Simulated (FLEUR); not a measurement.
# Magnetic state of free Co(0001) film, 3 layers from several starts

Wanted: the moments of free Co(0001) film, 3 layers and the energy of each order that was tried.

Method: LDA (VWN); all-electron FLAPW film, Dirac cores, scalar-relativistic bands, in FLEUR MaX-R8.1.

## Step 1: Set-up

The cell holds 3 atoms: 3 Co. Its edges and angles: a = 2.507 Å, b = 2.507 Å, c = 18.070 Å, α = 90.0°, β = 90.0°, γ = 120.0°. Layers at typed spacings, unrelaxed. Vacuum lies along c.

As a file:

```cif
data_structure
_symmetry_space_group_name_H-M 'P 1'
_symmetry_Int_Tables_number 1
_cell_length_a 2.5070
_cell_length_b 2.5070
_cell_length_c 18.0700
_cell_angle_alpha 90.000
_cell_angle_beta 90.000
_cell_angle_gamma 120.000
_cell_volume 98.36
loop_
_atom_site_label
_atom_site_type_symbol
_atom_site_fract_x
_atom_site_fract_y
_atom_site_fract_z
_atom_site_occupancy
Co1 Co 0.66667 0.33333 0.38738 1
Co2 Co 0.33333 0.66667 0.50000 1
Co3 Co 0.66667 0.33333 0.61262 1
```

## Step 2: Run 1 (ferro +++)

The parallel start is the test of whether parallel moments hold.

inpgen writes inp.xml from crystal.txt; cutoffs, mixing, functional, smearing and local orbitals are then set in the file. The k list default-1 (kpts.xml, not shown) is a Γ-centred 12×12×1 mesh; where the ranks do not divide the number of points, some are split in two of half the weight.

Input file inp.xml:

```
<?xml version="1.0" encoding="UTF-8" standalone="no"?>
<fleurInput fleurInputVersion="0.39">
   <comment>
      Co
   </comment>
   <calculationSetup>
      <cutoffs Kmax="3.66" Gmax="11.0" GmaxXC="11.0" numbands="0"/>
      <scfLoop itmax="120" minDistance="0.00002" maxIterBroyd="15" imix="Anderson" alpha="0.03" precondParam="0.0" spinf="2.0" sdNocoIR="T"/>
      <coreElectrons ctail="T" frcor="F" kcrel="1" coretail_lmax="0"/>
      <xcFunctional name="vwn" relativisticCorrections="F"/>
      <magnetism jspins="2"/>
      <soc l_soc="F" theta="0.0" phi="0.0" spav="F"/>
      <expertModes spex="0" secvar="F"/>
      <geometryOptimization l_f="F" forcealpha="1.0" forcemix="BFGS" epsdisp="0.00001" epsforce="0.00001"/>
      <ldaU l_linMix="F" mixParam="0.05" spinf="1.0"/>
   </calculationSetup>
   <cell>
      <bzIntegration valenceElectrons="51.0" mode="hist" fermiSmearingEnergy="0.00183747">
         <kPointListSelection listName="default-1"/>
         <xi:include xmlns:xi="http://www.w3.org/2001/XInclude" href="kpts.xml"> </xi:include>
      </bzIntegration>
      <xi:include xmlns:xi="http://www.w3.org/2001/XInclude" href="sym.xml"> </xi:include>
      <filmLattice scale="1.0" dVac="12.97" dTilda="15.47">
         <bravaisMatrixFilm>
            <row-1>    4.7375437355433538    -0.0000000791795246</row-1>
            <row-2>   -2.3687717992124133     4.1028332661104852</row-2>
         </bravaisMatrixFilm>
         <vacuumEnergyParameters vacuum="1" spinUp="-.25" spinDown="-.25"/>
      </filmLattice>
   </cell>
   <atomSpecies>
      <species name="Cobalt (Co2.000" element="Co" atomicNumber="27">
         <mtSphere radius="2.24" gridPoints="741" logIncrement="0.016"/>
         <atomicCutoffs lmax="8" lnonsphr="6"/>
         <electronConfig flipSpins="F">
            <coreConfig>(1s1/2) (2s1/2) (2p1/2) (2p3/2)</coreConfig>
            <valenceConfig>(3s1/2) (3p1/2) (3p3/2) (4s1/2) (3d3/2) (3d5/2)</valenceConfig>
            <stateOccupation state="(3d3/2)" spinUp="1.5" spinDown="1.3"/>
            <stateOccupation state="(3d5/2)" spinUp="3.0" spinDown="1.2"/>
         </electronConfig>
         <energyParameters s="4" p="4" d="3" f="4"/>
         <lo type="SCLO" l="0" n="3" eDeriv="0"/>
         <lo type="SCLO" l="1" n="3" eDeriv="0"/>
      </species>
   </atomSpecies>
   <atomGroups>
      <atomGroup species="Cobalt (Co2.000">
         <filmPos label="                   1">-1.000/3.000 1.000/3.000 -3.8456063830</filmPos>
         <filmPos label="                   3">-1.000/3.000 1.000/3.000 3.8456063830</filmPos>
         <force calculate="T" relaxXYZ="TTT"/>
      </atomGroup>
      <atomGroup species="Cobalt (Co2.000">
         <filmPos label="                   2">1.000/3.000 -1.000/3.000 .0000000000</filmPos>
         <force calculate="T" relaxXYZ="TTT"/>
      </atomGroup>
   </atomGroups>
   <output dos="F" band="F" slice="F">
      <bandDOS minEnergy="-.5*Htr" maxEnergy="0.5*Htr" sigma="0.015" storeEVData="T"/>
      <plotting iplot="0" polar="F">
         <plot TwoD="T" vec1="  1.0  0.0  0.0" vec2="  0.0  1.0  0.0" vec3="  0.0  0.0  1.0" zero="  0.0  0.0 -0.5" file="plot"/>
      </plotting>
      <moessbauerParams electricFieldGradient="F" isomerShift="T" coreHyperfine="T" valenceHyperfine="T"/>
   </output>
</fleurInput>
```

Input file crystal.txt:

```
Co
&input film=T cartesian=F /
2.50700018054  -0.00000004190  0.00000000000
-1.25350005399  2.17112586459  0.00000000000
0.00000000000  0.00000000000  1.00000000000
1.8897261246
1.0 1.0 1.0

3
27 0.66666666667  0.33333333333  -3.84560638303 : 2.000
27 0.33333333333  0.66666666667  0.00000000000 : 2.000
27 0.66666666667  0.33333333333  3.84560638303 : 2.000

&kpt div1=12 div2=12 div3=1 gamma=T /
```

On the command line:

```
$ OMP_NUM_THREADS=1 inpgen -f crystal.txt > inpgen.log  # inp.xml is then edited as shown
$ OMP_NUM_THREADS=1 mpirun -n 4 fleur_MPI > fleur.log
```

The log of the run:

```text
Welcome to FLEUR        (www.flapw.de)
      MaX-Release 8.1          (www.max-centre.eu)

 ========== k-point set info ==========
 Selected k-point list: default-1
 k-point list type: mesh
 0 x 0 x 0
 Number of k points: 20

 ------------Calculation Setup---------------------------
 Number of MPI-tasks      :            4
 Number of PE/node        :            4
 Number of OMP-threads    :            1
 k-points in parallel     :            4
 pe's per k-point         :            1
 No of k-point loops      :            5
 Eigenvalue solver        :       lapack
 Number of basis functions:          273
 Approximate size of matrices (H+S) per k-point:         0.002 GB
 --------------------------------------------------------
 [... lines of the core solver left out ...]
 Iteration:     1   Distance:      31.46102390 me/bohr^3
 [... lines of the core solver left out ...]
 Iteration:     2   Distance:      12.36309767 me/bohr^3
 [... lines of the core solver left out ...]
 Iteration:     3   Distance:      13.42449910 me/bohr^3
 [... lines of the core solver left out ...]
 Iteration:     4   Distance:       6.61417501 me/bohr^3
 [... lines of the core solver left out ...]
 Iteration:     5   Distance:       6.35883849 me/bohr^3
 [... lines of the core solver left out ...]
 Iteration:     6   Distance:       3.93968363 me/bohr^3
 [... lines of the core solver left out ...]
 Iteration:     7   Distance:       3.16745596 me/bohr^3
 [... lines of the core solver left out ...]
[... rest left out ...]

--- out.xml (last complete iteration) ---
<iteration numberForCurrentRun="   26" overallNumber="   26">
         <energyParameters units="Htr">
            <atomicEP atomType="1" spin="1" branch="4s" branchLowest="-3.68" branchHighest="1.36" value="-0.3273606635"/>
            <atomicEP atomType="1" spin="1" branch="4p" branchLowest="-2.34" branchHighest="1.95" value="-0.1875174418"/>
            <atomicEP atomType="1" spin="1" branch="3d" branchLowest="-9.99" branchHighest="-0.16" value="-0.2782478104"/>
            <atomicEP atomType="1" spin="1" branch="4f" branchLowest="-9.99" branchHighest="3.16" value="0.1315167959"/>
            <loAtomicEP atomType="1" spin="1" branch="3s" branchLowest="-32.89" branchHighest="-3.68" value="-3.6906789477"/>
            <loAtomicEP atomType="1" spin="1" branch="3p" branchLowest="-28.19" branchHighest="-2.34" value="-2.3560538205"/>
            <atomicEP atomType="2" spin="1" branch="4s" branchLowest="-3.69" branchHighest="1.35" value="-0.3470080918"/>
            <atomicEP atomType="2" spin="1" branch="4p" branchLowest="-2.34" branchHighest="1.95" value="-0.2088468091"/>
            <atomicEP atomType="2" spin="1" branch="3d" branchLowest="-9.99" branchHighest="-0.16" value="-0.2860477102"/>
            <atomicEP atomType="2" spin="1" branch="4f" branchLowest="-9.99" branchHighest="3.15" value="0.1091175958"/>
            <loAtomicEP atomType="2" spin="1" branch="3s" branchLowest="-32.90" branchHighest="-3.69" value="-3.6962491725"/>
            <loAtomicEP atomType="2" spin="1" branch="3p" branchLowest="-28.20" branchHighest="-2.34" value="-2.3615278266"/>
            <vacuumEP vacuum="1" spin="1" vzIR="-0.2802981261" vzInf="-0.0000234857" value="-0.2500234857"/>
            <atomicEP atomType="1" spin="2" branch="4s" branchLowest="-3.61" branchHighest="1.40" value="-0.3224323217"/>
            <atomicEP atomType="1" spin="2" branch="4p" branchLowest="-2.26" branchHighest="2.00" value="-0.1854149270"/>
            <atomicEP atomType="1" spin="2" branch="3d" branchLowest="-9.99" branchHighest="-0.08" value="-0.2231797189"/>
            <atomicEP atomType="1" spin="2" branch="4f" branchLowest="-9.99" branchHighest="3.20" value="0.1315341753"/>
            <loAtomicEP atomType="1" spin="2" branch="3s" branchLowest="-32.85" branchHighest="-3.61" value="-3.6155589306"/>
            <loAtomicEP atomType="1" spin="2" branch="3p" branchLowest="-28.16" branchHighest="-2.26" value="-2.2833741607"/>
            <atomicEP atomType="2" spin="2" branch="4s" branchLowest="-3.61" branchHighest="1.39" value="-0.3455480904"/>
            <atomicEP atomType="2" spin="2" branch="4p" branchLowest="-2.27" branchHighest="1.99" value="-0.2102238089"/>
            <atomicEP atomType="2" spin="2" branch="3d" branchLowest="-9.99" branchHighest="-0.09" value="-0.2329239581"/>
            <atomicEP atomType="2" spin="2" branch="4f" branchLowest="-9.99" branchHighest="3.19" value="0.1056323605"/>
            <loAtomicEP atomType="2" spin="2" branch="3s" branchLowest="-32.86" branchHighest="-3.61" value="-3.6209148945"/>
            <loAtomicEP atomType="2" spin="2" branch="3p" branchLowest="-28.17" branchHighest="-2.27" value="-2.2887436599"/>
            <vacuumEP vacuum="1" spin="2" vzIR="-0.2806136129" vzInf="-0.0000234857" value="-0.2500234857"/>
         </energyParameters>
         <bandgap value="0.0183898541" units="eV"/>
         <sumValenceSingleParticleEnergies value="-71.1760600919" units="Htr"/>
         <FermiEnergy value="-0.1956250005" units="Htr"/>
         <valenceDensity>
            <mtCharges spin="1">
               <mtCharge atomType="1" total="8.7780955" s="1.1946231" p="3.1285759" d="4.4429739" f="0.0090698"/>
               <mtCharge atomType="2" total="8.8212573" s="1.1919088" p="3.1679589" d="4.4449713" f="0.0125709"/>
            </mtCharges>
            <mtCharges spin="2">
               <mtCharge atomType="1" total="7.0062932" s="1.1978527" p="3.1506187" d="2.6471428" f="0.0082979"/>
               <mtCharge atomType="2" total="7.0731791" s="1.2002026" p="3.1955172" d="2.6622984" f="0.0117930"/>
            </mtCharges>
            <spinDependentCharge spin="1" total="28.0791989" interstitial="1.6023507" mtSpheres="26.3774482" vacuum1="0.0497000"/>
            <spinDependentCharge spin="2" total="22.9208014" interstitial="1.7266894" mtSpheres="21.0857654" vacuum1="0.0541733"/>
            <totalCharge value="51.0000002413"/>
         </valenceDensity>
         <allElectronCharges>
            <spinDependentCharge spin="1" total="43.0792100" interstitial="1.6023507" mtSpheres="41.3774594" vacuum1="0.0497000"/>
            <spinDependentCharge spin="2" total="37.9207902" interstitial="1.7266894" mtSpheres="36.0857542" vacuum1="0.0541733"/>
            <totalCharge value="81.0000002423"/>
         </allElectronCharges>
         <magneticMomentsInMTSpheres units="muBohr">
            <globalMagMoment atomType="1" vec="0.00000   0.00000   1.77181"/>
            <localMagMoment atomType="1" vec="0.00000   0.00000   1.77181"/>
            <globalMagMoment atomType="2" vec="0.00000   0.00000   1.74809"/>
            <localMagMoment atomType="2" vec="0.00000   0.00000   1.74809"/>
         </magneticMomentsInMTSpheres>
         <moessbauerParams unitsHFF="kG" unitsIS="e/bohr^3" unitsEFG="Htr/bohr^2">
            <coreHyperfineField atomType="1" hffTotal="-470.84802" isTotal="16979.94849">
               <shell n="1" l="0" hff="-18.15224" isomerShift="15498.48341"/>
               <shell n="2" l="0" hff="-454.34401" isomerShift="1472.65868"/>
               <shell n="2" l="1" hff="1.64823" isomerShift="8.80639"/>
            </coreHyperfineField>
            <coreHyperfineField atomType="2" hffTotal="-474.80754" isTotal="16979.87312">
               <shell n="1" l="0" hff="-18.36142" isomerShift="15498.44140"/>
               <shell n="2" l="0" hff="-458.11056" isomerShift="1472.62582"/>
               <shell n="2" l="1" hff="1.66444" isomerShift="8.80591"/>
            </coreHyperfineField>
            <isomerShift atomType="1" nucleusRadius="0.0000919" averageDensity="17203.78256"/>
            <isomerShift atomType="2" nucleusRadius="0.0000919" averageDensity="17203.65330"/>
         </moessbauerParams>
         <totalEnergy value="    -4173.4022229319" units="Htr">
            <sumOfEigenvalues value="    -2445.5354305921">
               <coreElectrons value="-2374.3593705002"/>
               <valenceElectrons value="-71.1760600919"/>
            </sumOfEigenvalues>
            <densityCoulombPotentialIntegral value="-6450.7999289612"/>
            <densityEffectivePotentialIntegral value="-6678.3318056823"/>
            <chargeDenXCDenIntegral value="-171.8808634880"/>
            <FockExchangeEnergyValence value="0.0000000000"/>
            <FockExchangeEnergyCore value="0.0000000000"/>
            <atomTypeDependentContributions atomType="1">
               <electronNucleiInteractionDifferentMTs value="3330.0711326844"/>
               <MadelungTerm value="-9.2409370197"/>
            </atomTypeDependentContributions>
            <atomTypeDependentContributions atomType="2">
               <electronNucleiInteractionDifferentMTs value="1665.7565928469"/>
               <MadelungTerm value="-3.8491075026"/>
            </atomTypeDependentContributions>
            <tkbTimesEntropy value="0.0011177574"/>
            <freeEnergy value="-4173.4033406893"/>
            <extrapolationTo0K value="-4173.4027818106"/>
         </totalEnergy>
         <densityConvergence units="me/bohr^3">
            <chargeDensity spin="1" distance="0.0000113879"/>
            <chargeDensity spin="2" distance="0.0000044247"/>
            <overallChargeDensity distance="0.0000120171"/>
            <spinDensity distance="0.0000124142"/>
         </densityConvergence>
      </iteration>
```

Elapsed: 32 s, on 4 MPI ranks of Arm Neoverse N1, shared host; peak memory 0.24 GiB.

Spin moment in the muffin-tin sphere by atom:

```
atom  spin moment in the muffin-tin sphere (μB)
 Co1                                       1.77
 Co2                                       1.75
 Co3                                       1.77
```

Numbers from this step:

```yaml
free_energy: -113564.0903 eV
program_s_band_gap_on_this_mesh_in_a_metal_only_a_level_spacing: 0.01839 eV
magnetization: 5.158 μB
final_state: ferromagnetic
```

After 26 cycles the largest moment stands at 1.77 μB.

## Step 3: Start 2: ferri +-+

Reversing part of the moments tests the sign of the couplings between them.

Changes to inp.xml since step 2:

```diff
@@ -44,2 +44,15 @@
       </species>
+      <species name="Cobalt (Co-2.000" element="Co" atomicNumber="27">
+         <mtSphere radius="2.24" gridPoints="741" logIncrement="0.016"/>
+         <atomicCutoffs lmax="8" lnonsphr="6"/>
+         <electronConfig flipSpins="F">
+            <coreConfig>(1s1/2) (2s1/2) (2p1/2) (2p3/2)</coreConfig>
+            <valenceConfig>(3s1/2) (3p1/2) (3p3/2) (4s1/2) (3d3/2) (3d5/2)</valenceConfig>
+            <stateOccupation state="(3d3/2)" spinUp="1.3" spinDown="1.5"/>
+            <stateOccupation state="(3d5/2)" spinUp="1.2" spinDown="3.0"/>
+         </electronConfig>
+         <energyParameters s="4" p="4" d="3" f="4"/>
+         <lo type="SCLO" l="0" n="3" eDeriv="0"/>
+         <lo type="SCLO" l="1" n="3" eDeriv="0"/>
+      </species>
    </atomSpecies>
@@ -51,3 +64,3 @@
       </atomGroup>
-      <atomGroup species="Cobalt (Co2.000">
+      <atomGroup species="Cobalt (Co-2.000">
          <filmPos label="                   2">1.000/3.000 -1.000/3.000 .0000000000</filmPos>
```

Changes to crystal.txt since step 2:

```diff
@@ -10,3 +10,3 @@
 27 0.66666666667  0.33333333333  -3.84560638303 : 2.000
-27 0.33333333333  0.66666666667  0.00000000000 : 2.000
+27 0.33333333333  0.66666666667  0.00000000000 : -2.000
 27 0.66666666667  0.33333333333  3.84560638303 : 2.000
```

The log of the run:

```text
[banner, memory and clock lines left out]
Welcome to FLEUR        (www.flapw.de)
      MaX-Release 8.1          (www.max-centre.eu)

 ========== k-point set info ==========
 Selected k-point list: default-1
 k-point list type: mesh
 0 x 0 x 0
 Number of k points: 20

 [... set-up left out ...]
 Iteration:     1   Distance:      38.37095384 me/bohr^3
 [... lines of the core solver left out ...]
 Iteration:     2   Distance:      19.38136945 me/bohr^3
 [... lines of the core solver left out ...]
 Iteration:     3   Distance:      14.33189490 me/bohr^3
 [... lines of the core solver left out ...]
 Iteration:     4   Distance:       9.94332317 me/bohr^3
 [... lines of the core solver left out ...]
 Iteration:     5   Distance:      10.10949911 me/bohr^3
 [... lines of the core solver left out ...]
 Iteration:     6   Distance:       8.78823284 me/bohr^3
 [... lines of the core solver left out ...]
 Iteration:     7   Distance:       7.19971202 me/bohr^3
 [... lines of the core solver left out ...]
[... rest left out ...]

--- out.xml (last complete iteration) ---
<iteration numberForCurrentRun="  120" overallNumber="  120">
         [... left out ...]
         <bandgap value="0.0000000000" units="eV"/>
         <sumValenceSingleParticleEnergies value="-71.4123050516" units="Htr"/>
         <FermiEnergy value="-0.2004212146" units="Htr"/>
         [... left out ...]
         <magneticMomentsInMTSpheres units="muBohr">
            <globalMagMoment atomType="1" vec="0.00000   0.00000   1.54796"/>
            <globalMagMoment atomType="2" vec="0.00000   0.00000  -1.10119"/>
         </magneticMomentsInMTSpheres>
         [... left out ...]
         <totalEnergy value="    -4173.3780716024" units="Htr">
            <sumOfEigenvalues value="    -2445.9405761227">
               <coreElectrons value="-2374.5282710712"/>
               <valenceElectrons value="-71.4123050516"/>
            </sumOfEigenvalues>
         [... left out ...]
            <freeEnergy value="-4173.3803892594"/>
            <extrapolationTo0K value="-4173.3792304309"/>
         </totalEnergy>
         <densityConvergence units="me/bohr^3">
            <chargeDensity spin="1" distance="2.9238450623"/>
            <chargeDensity spin="2" distance="4.0622202652"/>
            <overallChargeDensity distance="1.9890388988"/>
            <spinDensity distance="6.7929913236"/>
         </densityConvergence>
      </iteration>
```

Wall time 2.4 min (4 MPI ranks); peak memory 0.24 GiB.

The run stopped without converging, so none of its numbers is a property of the system.

After 120 cycles the density distance stands at 6.8 me/bohr³, above the threshold of 2e-05.

[end of part 1 of 2]

[Logs and program files are shortened in this print: banners, set-up blocks, solver, clock and traceback lines can be left out without a mark of their own.]

[Logs are printed without paths, hosts, clocks, repeated set-up lines and the standing remarks that a program may print on its own settings, such as how far it seeks lower states.]

[Hosts, paths, dates, database ids (printed as entryN), source tags and the programs' standing remarks are cut or masked in the printed files.]

[Where a cell is said to come from a database of computed structures, the database is the Materials Project.]
